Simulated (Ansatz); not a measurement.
## A hypothetical structure for YTi2Pd2

This structure for YTi2Pd2 is made up. Its elements were placed in a known structure type with a cell scaled to their sizes. What cell does the guess relax to, and how far off was it?

Method: DFT, PBEsol, plane-wave PAW, files of the set soft_1, scalar-relativistic, no spin, cell and ions relaxed at zero pressure; PAW set soft_1, in the first sound run; inputs show where later runs differ, in Ansatz 0.2.0.

**1. The structure**

It takes space group I4/mmm (No. 139, tetragonal). The conventional cell has a = 4.215 Å, b = 4.215 Å, c = 10.129 Å, α = 90.00°, β = 90.00°, γ = 90.00°. Nearest to Pd lie 4 Ti at 2.45 Å and 4 Pd at 2.98 Å and 4 Y at 3.29 Å. Y has 8 Ti at 3.25 Å and 8 Pd at 3.29 Å nearest. Nearest to Ti lie 4 Pd at 2.45 Å and 1 Ti at 2.57 Å and 4 Y at 3.25 Å. Farther neighbours are not listed.

**2. Relaxing cell and atoms**

The guess takes its coordinates from another compound and its volume from a rule, so the cell and any free coordinates are relaxed together.

Contents of input.yaml:

```yaml
crystal:
  lattice:
    - [-2.1075, 2.1075, 5.0645]
    - [2.1075, -2.1075, 5.0645]
    - [2.1075, 2.1075, -5.0645]
  atoms:
    - { symbol: Pd, position: [0.75, 0.25, 0.5] }
    - { symbol: Pd, position: [0.25, 0.75, 0.5] }
    - { symbol: "Y", position: [0.0, 0.0, 0.0] }
    - { symbol: Ti, position: [0.3732, 0.3732, 0.0] }
    - { symbol: Ti, position: [0.6268, 0.6268, 0.0] }
kpoints:
  mp_grid: { grid: [9, 9, 9] }
scf:
  occupations: { method: fermi_dirac, width: 0.05 }
hamiltonian:
  xc: pbesol
  pseudopotentials: { kind: paw, azcp: { folder: soft_1 }, xc_functional: pbe }
relax:
  f_tol: 0.015
  max_steps: 70
  cell: {}
output:
  forces: true
  stress: true
```

On the command line:

```bash
$ ansatz run input.yaml --threads 4 --pin off --max-ram 8192MiB --backend cpu --events-out ev --progress --plain --runs-dir out
```

Numbers of over 12 decimals in the logs are rounded to 6 here.

The log of the run:

```text
Engine: ansatz 0.2.0, x86_64-unknown-linux-gnu
Pseudopotentials: kind: paw
Pseudopotential: Pd, paw, valence charge 18, recommended cutoff 420 eV (normal), soft_1/Pd.paw.azcp
Pseudopotential: Y, paw, valence charge 11, recommended cutoff 420 eV (normal), soft_1/Y.paw.azcp
Pseudopotential: Ti, paw, valence charge 12, recommended cutoff 420 eV (normal), soft_1/Ti.paw.azcp
Functional definition: PBEsol
  exchange = pbesol_x
  correlation = pbesol_c
Crystal: 5 atoms, lattice volume = 89.977 Å³
Basis set: ecut = 420 eV, 1725 PW (Γ), exchange–correlation on 80×80×80 points (8 copies of the dense FFT grid, shifted against one another)
Bands: 43, of which v1, the nominal top of the filled ones, is band 36 counted from 1 (35 counted from 0)
Symmetry: 16 space group operations
Space group: I4/mmm (ITA 139), of the structure as read, at distance tolerance 4.5e-5 Å
k-points: 75 of 729
Non-local potential: Pd, projectors of the file, l = 0: 2, l = 1: 2, l = 2: 2, l = 3: 1
Non-local potential: Y, projectors of the file, l = 0: 3, l = 1: 2, l = 2: 2, l = 3: 1
Non-local potential: Ti, projectors of the file, l = 0: 3, l = 1: 2, l = 2: 3, l = 3: 1
PAW form: soft (Blöchl's): semilocal exchange-correlation on the pseudo side does not see the compensation charge
PAW frozen core: Pd, regenerated for the run's functional, and the local potential with it (the file was generated under x = pbe(κ = 0.804, μ = 0.219515), c = pbe(β = 0.066725))
PAW frozen core: Y, regenerated for the run's functional, and the local potential with it (the file was generated under x = pbe(κ = 0.804, μ = 0.219515), c = pbe(β = 0.066725))
PAW frozen core: Ti, regenerated for the run's functional, and the local potential with it (the file was generated under x = pbe(κ = 0.804, μ = 0.219515), c = pbe(β = 0.066725))
PAW one-centre angular grid: Pd, 590 points (default); XC on 64 Gauss nodes
PAW one-centre angular grid: Y, 590 points (default); XC on 64 Gauss nodes
PAW one-centre angular grid: Ti, 590 points (default); XC on 64 Gauss nodes
Initial density: superposition of atomic densities (chi_scale 0.1, normalization cell, long waves kept (reshape's long-wave potential 0.00 eV rms))
Initial wavefunctions: pseudopotential atomic-orbital guess
Functional: x = pbesol(κ = 0.804, μ = 0.123457), c = pbesol(β = 0.046)
SCF iter   1: F=—  HF=-22603.789283 eV  |F-HF|=—  |Δ(HF+E_count)|=         —  Δρ=6.03e-1  dr2=6.50e2  ethr=3.10e-3  ⟨swp⟩=4.5  Hψ=10077  notcnv=0
preconditioner: auto → Kerker (q_TF=auto, 2.623 Å⁻¹)  [metal: Δε(μ)=0.026 eV  Ē_g=3.871 eV  σ=0.050 eV  W_gap=0.13  n_scr=32 (ndim 8)  ℏωp=21.8 eV  f_vac=0.000  D(μ)=3.26/eV (n_scr^D=32)]
SCF iter   2: F=—  HF=-22562.150812 eV  |F-HF|=—  |Δ(HF+E_count)|=    4.16e1  Δρ=1.55e-1  dr2=5.30e1  ethr=3.10e-3  ⟨swp⟩=4.0  Hψ=9157  notcnv=0  defer=4
SCF iter   3: F=—  HF=-22557.995700 eV  |F-HF|=—  |Δ(HF+E_count)|=    4.16e0  Δρ=5.02e-2  dr2=6.32e0  ethr=3.10e-3  ⟨swp⟩=3.2  Hψ=6006  notcnv=0
SCF iter   4: F=—  HF=-22557.185338 eV  |F-HF|=—  |Δ(HF+E_count)|=   8.10e-1  Δρ=2.51e-2  dr2=7.17e-1  ethr=3.10e-3  ⟨swp⟩=3.5  Hψ=7723  notcnv=0  defer=5
SCF iter   5: F=—  HF=-22557.094301 eV  |F-HF|=—  |Δ(HF+E_count)|=   9.10e-2  Δρ=6.61e-3  dr2=1.04e-1  ethr=1.01e-3  ⟨swp⟩=3.4  Hψ=6585  notcnv=0  defer=4
SCF iter   6: F=—  HF=-22557.075706 eV  |F-HF|=—  |Δ(HF+E_count)|=   1.86e-2  Δρ=2.19e-3  dr2=9.24e-3  ethr=1.46e-4  ⟨swp⟩=2.3  Hψ=4170  notcnv=0  defer=4
SCF iter   7: F=—  HF=-22557.073844 eV  |F-HF|=—  |Δ(HF+E_count)|=   1.86e-3  Δρ=8.25e-4  dr2=1.12e-3  ethr=1.30e-5  ⟨swp⟩=2.0  Hψ=3800  notcnv=0  defer=4
SCF iter   8: F=—  HF=-22557.073702 eV  |F-HF|=—  |Δ(HF+E_count)|=   1.42e-4  Δρ=1.26e-4  dr2=1.29e-5  ethr=1.58e-6  ⟨swp⟩=2.0  Hψ=3745  notcnv=0  defer=4
SCF iter   9: F=—  HF=-22557.073701 eV  |F-HF|=—  |Δ(HF+E_count)|=   9.68e-7  Δρ=2.19e-5  dr2=3.64e-7  ethr=1.81e-8  ⟨swp⟩=2.0  Hψ=5171  notcnv=0  defer=4
SCF iter  10: F=-22557.073701 eV  HF=-22557.073701 eV  |F-HF|=2.90e-8  |Δ(HF+E_count)|=   1.43e-8  Δρ=7.19e-6  dr2=5.06e-8  ethr=1.41e-10  ⟨swp⟩=4.0  Hψ=10111  notcnv=0
SCF 1 converged in 10 iterations: F = -22557.073701 eV  dr2 = 5.06e-8
  greatest PAW one-centre occupation: 0.999 electrons in one spin orbital (limit 2), on the Pd atom at site 1 (counted from 0), in its partial waves of l = 0
relax step   1: F+E_penalty+E_count = -22557.07370145 eV  Δ(F+E_penalty+E_count) = +0.000e0 eV  max|allowed force component| = 5.393e-1 eV/Å  Δτ_max = 0.0000 Å  P = +10.654 GPa  Ω = 89.977 Å³  (10 SCF iters, dr2 threshold 1.00e-7 eV, accepted)
Crystal: 5 atoms, lattice volume = 99.868 Å³
Basis set: ecut = 420 eV, 1945 PW (Γ), exchange–correlation on 80×80×80 points (8 copies of the dense FFT grid, shifted against one another)
Initial density: handed on by an earlier stage of this run
Initial wavefunctions: those handed on with the density
SCF iter   1: F=—  HF=-22557.920449 eV  |F-HF|=—  |Δ(HF+E_count)|=         —  Δρ=4.18e-2  dr2=4.36e0  ethr=3.10e-3  ⟨swp⟩=8.0  Hψ=13147  notcnv=0
preconditioner: auto → Kerker (q_TF=auto, 2.577 Å⁻¹)  [metal: Δε(μ)=0.004 eV  Ē_g=7.781 eV  σ=0.050 eV  W_gap=0.02  n_scr=32 (ndim 8)  ℏωp=22.6 eV  f_vac=0.000  D(μ)=8.30/eV (n_scr^D=102)]
SCF iter   2: F=—  HF=-22557.471516 eV  |F-HF|=—  |Δ(HF+E_count)|=   4.49e-1  Δρ=1.55e-2  dr2=7.57e-1  ethr=3.10e-3  ⟨swp⟩=2.0  Hψ=4258  notcnv=0  defer=2
SCF iter   3: F=—  HF=-22557.364702 eV  |F-HF|=—  |Δ(HF+E_count)|=   1.07e-1  Δρ=4.45e-3  dr2=4.76e-2  ethr=1.07e-3  ⟨swp⟩=2.0  Hψ=4108  notcnv=0  defer=2
SCF iter   4: F=—  HF=-22557.354835 eV  |F-HF|=—  |Δ(HF+E_count)|=   9.87e-3  Δρ=9.79e-4  dr2=1.98e-3  ethr=6.71e-5  ⟨swp⟩=2.0  Hψ=4313  notcnv=0  defer=2
SCF iter   5: F=—  HF=-22557.354453 eV  |F-HF|=—  |Δ(HF+E_count)|=   3.83e-4  Δρ=3.06e-4  dr2=1.35e-4  ethr=2.79e-6  ⟨swp⟩=2.0  Hψ=4414  notcnv=0  defer=2
SCF iter   6: F=—  HF=-22557.354439 eV  |F-HF|=—  |Δ(HF+E_count)|=   1.39e-5  Δρ=1.19e-4  dr2=1.33e-5  ethr=1.90e-7  ⟨swp⟩=2.0  Hψ=3555  notcnv=0  defer=2
SCF iter   7: F=—  HF=-22557.354437 eV  |F-HF|=—  |Δ(HF+E_count)|=   1.80e-6  Δρ=2.93e-5  dr2=7.83e-7  ethr=1.87e-8  ⟨swp⟩=2.4  Hψ=5686  notcnv=0  defer=2
SCF iter   8: F=-22557.354437 eV  HF=-22557.354437 eV  |F-HF|=6.16e-8  |Δ(HF+E_count)|=   8.92e-8  Δρ=1.04e-5  dr2=9.98e-8  ethr=7.04e-10  ⟨swp⟩=4.0  Hψ=10368  notcnv=0
SCF 2 converged in 8 iterations: F = -22557.354437 eV  dr2 = 9.98e-8
[...]
SCF iter   5: F=—  HF=-22557.407697 eV  |F-HF|=—  |Δ(HF+E_count)|=   2.65e-6  Δρ=4.11e-5  dr2=2.03e-6  ethr=2.66e-8  ⟨swp⟩=2.5  Hψ=4763  notcnv=0
SCF iter   6: F=-22557.407697 eV  HF=-22557.407697 eV  |F-HF|=3.98e-8  |Δ(HF+E_count)|=   4.42e-7  Δρ=1.11e-5  dr2=1.31e-7  ethr=7.04e-10  ⟨swp⟩=4.0  Hψ=11627  notcnv=0
SCF 3 converged in 6 iterations: F = -22557.407697 eV  dr2 = 1.31e-7
relax step   3: F+E_penalty+E_count = -22557.40769655 eV  Δ(F+E_penalty+E_count) = -5.326e-2 eV  max|allowed force component| = 1.711e-1 eV/Å  Δτ_max = 0.0254 Å  P = -1.126 GPa  Ω = 99.169 Å³  energy of the carried Pulay correction = -1.912e-3 eV  (6 SCF iters, dr2 threshold 5.00e-7 eV, accepted)
[...]
relax step   4: F+E_penalty+E_count = -22557.47451816 eV  Δ(F+E_penalty+E_count) = -6.682e-2 eV  max|allowed force component| = 5.417e-2 eV/Å  Δτ_max = 0.0486 Å  P = -0.012 GPa  Ω = 97.948 Å³  energy of the carried Pulay correction = -1.669e-3 eV  (6 SCF iters, dr2 threshold 5.00e-7 eV, accepted)
[...]
relax step   5: F+E_penalty+E_count = -22557.47951714 eV  Δ(F+E_penalty+E_count) = -4.999e-3 eV  max|allowed force component| = 2.909e-2 eV/Å  Δτ_max = 0.0060 Å  P = -0.075 GPa  Ω = 97.725 Å³  energy of the carried Pulay correction = -1.624e-3 eV  (6 SCF iters, dr2 threshold 5.00e-7 eV, accepted)
[...]
relax step   6: F+E_penalty+E_count = -22557.48399992 eV  Δ(F+E_penalty+E_count) = -4.483e-3 eV  max|allowed force component| = 4.565e-2 eV/Å  Δτ_max = 0.0225 Å  P = -0.132 GPa  Ω = 97.476 Å³  energy of the carried Pulay correction = -1.574e-3 eV  (6 SCF iters, dr2 threshold 5.00e-7 eV, accepted)
[...]
relax step   7: F+E_penalty+E_count = -22557.48518057 eV  Δ(F+E_penalty+E_count) = -1.181e-3 eV  max|allowed force component| = 5.113e-3 eV/Å  Δτ_max = 0.0096 Å  P = +0.027 GPa  Ω = 97.362 Å³  energy of the carried Pulay correction = -1.551e-3 eV  (6 SCF iters, dr2 threshold 1.53e-7 eV, accepted)
[...]
relax step   8: F+E_penalty+E_count = -22557.48927804 eV  Δ(F+E_penalty+E_count) = -4.097e-3 eV  max|allowed force component| = 4.506e-3 eV/Å  Δτ_max = 0.0000 Å  P = +0.125 GPa  Ω = 97.362 Å³  stress off target by 1.75e-1 GPa  SCF on the basis re-selected at this cell (its energy is not comparable with the rows above)  (6 SCF iters)
[...]
relax step   9: F+E_penalty+E_count = -22557.48938072 eV  Δ(F+E_penalty+E_count) = -1.027e-4 eV  max|allowed force component| = 4.476e-4 eV/Å  Δτ_max = 0.0014 Å  P = -0.004 GPa  Ω = 97.450 Å³  energy of the carried Pulay correction = -2.493e-5 eV  (6 SCF iters, dr2 threshold 7.64e-8 eV, accepted)
iter 1 solved again at ethr=4.57e-8 eV; its pass at ethr=3.10e-3 eV (dr2=3.25e-5 eV) is discarded
SCF iter   1: F=—  HF=-22557.489419 eV  |F-HF|=—  |Δ(HF+E_count)|=         —  Δρ=4.66e-6  dr2=6.68e-9  ethr=4.57e-8  ⟨swp⟩=3.4  Hψ=18786  notcnv=0
preconditioner: auto → Kerker (q_TF=auto, 2.588 Å⁻¹)  [metal: Δε(μ)=0.022 eV  Ē_g=7.511 eV  σ=0.050 eV  W_gap=0.11  n_scr=30 (ndim 8)  ℏωp=22.9 eV  f_vac=0.000  D(μ)=5.92/eV (n_scr^D=60)]
SCF iter   2: F=—  HF=-22557.489413 eV  |F-HF|=—  |Δ(HF+E_count)|=   5.83e-6  Δρ=2.41e-6  dr2=2.20e-9  ethr=9.41e-12  ⟨swp⟩=2.7  Hψ=6337  notcnv=0
SCF iter   3: F=—  HF=-22557.489413 eV  |F-HF|=—  |Δ(HF+E_count)|=  4.73e-10  Δρ=6.23e-7  dr2=4.54e-10  ethr=3.10e-12  ⟨swp⟩=1.3  Hψ=3314  notcnv=0
SCF iter   4: F=—  HF=-22557.489413 eV  |F-HF|=—  |Δ(HF+E_count)|=  2.18e-11  Δρ=2.51e-7  dr2=7.83e-11  ethr=1.00e-12  ⟨swp⟩=1.2  Hψ=3246  notcnv=0
iter 5 did not close the SCF: its close was put off for the readings that it lacked (scf_convergence_deferred on its scf_iter line)
SCF iter   5: F=-22557.489413 eV  HF=-22557.489413 eV  |F-HF|=3.64e-12  |Δ(HF+E_count)|=  1.46e-11  Δρ=7.86e-8  dr2=5.57e-12  ethr=1.00e-12  ⟨swp⟩=1.0  Hψ=3225  notcnv=0
iter 6 did not close the SCF: its close was put off for the readings that it lacked (scf_convergence_deferred on its scf_iter line)
SCF iter   6: F=-22557.489413 eV  HF=-22557.489413 eV  |F-HF|=0.00e0  |Δ(HF+E_count)|=  7.28e-12  Δρ=1.71e-8  dr2=1.90e-13  ethr=1.00e-12  ⟨swp⟩=1.0  Hψ=3225  notcnv=0
iter 7 did not close the SCF: its close was put off for the readings that it lacked (scf_convergence_deferred on its scf_iter line)
SCF iter   7: F=-22557.489413 eV  HF=-22557.489413 eV  |F-HF|=0.00e0  |Δ(HF+E_count)|=  7.28e-12  Δρ=3.81e-9  dr2=8.65e-15  ethr=1.00e-12  ⟨swp⟩=1.0  Hψ=3225  notcnv=0
iter 8 did not close the SCF: its close was put off for the readings that it lacked (scf_convergence_deferred on its scf_iter line)
SCF iter   8: F=-22557.489413 eV  HF=-22557.489413 eV  |F-HF|=7.28e-12  |Δ(HF+E_count)|=    0.00e0  Δρ=9.58e-10  dr2=8.27e-16  ethr=1.00e-12  ⟨swp⟩=1.0  Hψ=3225  notcnv=0
SCF iter   9: F=-22557.489413 eV  HF=-22557.489413 eV  |F-HF|=0.00e0  |Δ(HF+E_count)|=    0.00e0  Δρ=2.49e-10  dr2=7.02e-17  ethr=1.00e-12  ⟨swp⟩=1.0  Hψ=6750  notcnv=0
SCF 10 converged in 9 iterations: F = -22557.489413 eV  dr2 = 7.02e-17
relax step  10: F+E_penalty+E_count = -22557.48941326 eV  Δ(F+E_penalty+E_count) = -3.253e-5 eV  max|allowed force component| = 4.970e-4 eV/Å  Δτ_max = 0.0000 Å  P = -0.005 GPa  Ω = 97.450 Å³  stress off target by 1.44e-2 GPa  SCF on the basis re-selected at this cell (its energy is not comparable with the rows above)  (9 SCF iters)
basis re-selected at this cell: Δ(F+E_penalty+E_count) = -3.253e-5 eV, ΔP = -0.001 GPa vs the last step (what re-selecting the basis moved, of the pressure what is left beyond the Pulay correction that the steps carried, after the strain that the cell walked since its last selection, with what the two solves' SCF thresholds leave and, on support functions, any second-order correction that the steps lacked; it is no m [...]
SCF converged after 9 iterations
Free energy (F): -22557.489413 eV
Harris-Foulkes:  -22557.489413 eV  (|F-HF|=0.00e0)
Internal energy: -22557.440916 eV  (E = F + TS)
E sigma→0 (E₀):  -22557.465165 eV
Entropy (-TS):   -0.048497 eV (-9.699 meV/atom)
Fermi energy:    14.032390 eV
--- Per-component energies (eV) ---
  E_band       = -896.977281
  E_kinetic    = 1781.709154
  E_local      = -7769.345081  (includes V_loc(G=0)·N_el)
  E_nonlocal   = 893.870207
  E_hartree    = 3143.164993
  E_xc         = -684.861521
  E_vxc        = -846.661907  (∫ρ·V_xc dr)
  E_paw        = -12289.502796  (= ΣΔE_a)
  E_vpaw       = -1242.879942  (= ΣTr[D̂ρ^β])
  E_aug_tail   = 0.000302  (compensation charges beyond the density's cutoff)
  E_ewald      = -7633.508765
  E_core_change = 1.032593  (= ΣΔE_core)
  E_smearing   = -0.048497  (= −TS)
  E_closure    = 0.000000  (closes the sum)
  Σ components = -22557.489413   (vs F -22557.489413, Δ=0.00e0)
--- Forces (eV/Å), atoms counted from 1 ---
  atom   1  Pd     0.00000000     0.00000000     0.00000000
  atom   2  Pd     0.00000000     0.00000000     0.00000000
  atom   3  Y     -0.00000000     0.00000000    -0.00000000
  atom   4  Ti    -0.00000000     0.00000000     0.00049696
  atom   5  Ti     0.00000000     0.00000000    -0.00049696
  max |Σ_I F_I| component: 1.73e-18 eV/Å
--- Stress (GPa, compression-positive) ---
        0.000335       0.000000      -0.000000
        0.000000       0.000335       0.000000
        0.000000      -0.000000      -0.014405
  P = ⅓ Tr σ = -0.0046 GPa (-0.046 kbar)
--- Relaxed structure (8 steps of the walk, 8 accepted, 2 SCFs on fresh bases) ---
  F+E_penalty+E_count = -22557.48941326 eV   max|allowed force component| = 4.970e-4 eV/Å   (the final SCF, on the basis selected at the relaxed cell)
  cell:  # Å, volume = 97.4504 Å³
    - [-2.300953, 2.300953, 4.601595]
    - [2.300953, -2.300953, 4.601595]
    - [2.300953, 2.300953, -4.601595]
  atoms:
    - { symbol: Pd, position: [0.75, 0.25, 0.5] }
    - { symbol: Pd, position: [0.25, 0.75, 0.5] }
    - { symbol: Y, position: [8.991310345422291e-19, 8.991310345422291e-19, 0] }
    - { symbol: Ti, position: [0.362027, 0.362027, 0] }
    - { symbol: Ti, position: [0.637973, 0.637973, 0] }
```

Elapsed: 19 s, on 4 threads of Intel Xeon 6975P-C (Granite Rapids), shared host; peak memory 0.82 GiB.

Relaxation path:

| step | energy less that of the first step (eV) | largest force component (eV/Å) | pressure (GPa) | volume (Å³) |
| --- | --- | --- | --- | --- |
| 1 | 0.0000 | 0.5393 | 10.65 | 89.98 |
| 2 | -0.2807 | 0.2724 | -1.95 | 99.87 |
| 3 | -0.3340 | 0.1711 | -1.13 | 99.17 |
| 4 | -0.4008 | 0.0542 | -0.01 | 97.95 |
| 5 | -0.4058 | 0.0291 | -0.08 | 97.72 |
| 6 | -0.4103 | 0.0456 | -0.13 | 97.48 |
| 7 | -0.4115 | 0.0051 | 0.03 | 97.36 |
| 8* | -0.4156 | 0.0045 | 0.12 | 97.36 |
| 9 | -0.4157 | 0.0004 | 0.00 | 97.45 |
| 10* | -0.4157 | 0.0005 | 0.00 | 97.45 |

Relaxation steps marked * repeat the geometry before them on a plane-wave basis chosen anew for their cell, so energy and pressure can jump there.

Forces are held to the 16 operations that the run works with; a distortion that breaks them can't arise in this run.

| conventional cell, symmetrised | before | after | change |
| --- | --- | --- | --- |
| a (Å) | 4.215 | 4.602 | +9.2 % |
| b (Å) | 4.215 | 4.602 | +9.2 % |
| c (Å) | 10.129 | 9.203 | -9.1 % |
| volume (Å³/atom) | 18.00 | 19.49 | +8.3 % |

The atoms that moved most (Å, as changes of fractional coordinates times the final cell):

| atom | dx | dy | dz | length |
| --- | --- | --- | --- | --- |
| Ti5 | 0.000 | 0.000 | 0.103 | 0.103 |
| Ti4 | 0.000 | 0.000 | -0.103 | 0.103 |

Numbers from this step:

| Item | Value |
| --- | --- |
| free energy | -22557.4894 eV |
| energy at zero smearing | -22557.4652 eV |
| smearing term TS | 0.04850 eV |
| Fermi energy | 14.03 eV |
| electrons | 71 |
| symmetry operations | 16 |
| pressure | -0.004578 GPa |

Shortest distances by pair of elements, guess and relaxed (not always the same contact):

| pair | guess (Å) | relaxed (Å) |
| --- | --- | --- |
| Pd–Ti | 2.449 | 2.521 |
| Ti–Ti | 2.569 | 2.540 |
| Pd–Y | 3.295 | 3.254 |
| Pd–Pd | 2.980 | 3.254 |
| Ti–Y | 3.245 | 3.332 |

The relaxation ends with a largest force component of 5.0e-4 eV/Å and a pressure of 0.00 GPa.

(Part 1 of 2 ends here.)

[Logs are printed without paths, hosts, clocks, repeated set-up lines and the standing remarks that a program may print on its own settings, such as how far it seeks lower states.]

[Hosts, paths, dates, database ids (printed as entryN), source tags and the programs' standing remarks are cut or masked in the printed files.]
